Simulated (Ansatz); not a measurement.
G0W0 rungs for MgO (Fm-3m).

```yaml
crystal:
  lattice:
    - [0.00000, 2.09700, 2.09700]
    - [2.09700, 0.00000, 2.09700]
    - [2.09700, 2.09700, 0.00000]
  atoms:
    - { symbol: Mg, position: [0.00000, 0.00000, 0.00000] }
    - { symbol: O, position: [0.50000, 0.50000, 0.50000] }
```

The cell and positions are those that the Materials Project relaxed with its own functionals (PBE, PBE+U or r2SCAN), kept fixed.

Runs so far (Ansatz 0.2.0, start PBE, PAW set soft_1 files, 8×8×8 mesh). Times are wall times on 1 × NVIDIA H100 80GB HBM3 (shared by 6 runs) with 2 threads of AMD EPYC 7R13 (Zen 3), shared host, good to a factor of about two.

```
bands summed  cutoff (eV)  gap on the mesh (eV)   time
          22           50                 7.044   13 s
          49          100                 7.134  9.1 s
          84          150                 7.297   15 s
         144          220                 7.407   27 s
```

Q: What should the next rung give, with 225 bands and screening to 300 eV, and where is the limit?

The error falls about as one over the bands when the cutoff rises with them. A line through the two highest rungs given predicts 7.462 eV; the run gave 7.445 eV, close to it. The two highest rungs put the limit near 7.514 eV, the pair below near 7.560 eV; their difference is a rough measure of what is unsettled in bands and cutoff; the mesh is a separate error.

Gaps are over the mesh's points; an edge off the mesh would be missed. Limits: not at the basis limit.

[Paths, hosts, dates, memory and timing lines, banners, echoed tables and standing remarks are left out of the program output.]

[Logs are printed without paths, hosts, clocks, repeated set-up lines and the standing remarks that a program may print on its own settings, such as how far it seeks lower states.]

[Runs of the session that timed out or met a known fault of the program may be left out.]

[Cells called generated may have been cut or substituted from an entry of the Crystallography Open Database or the Materials Project.]

[Hosts, paths, dates, database ids (printed as entryN), source tags and the programs' standing remarks are cut or masked in the printed files.]
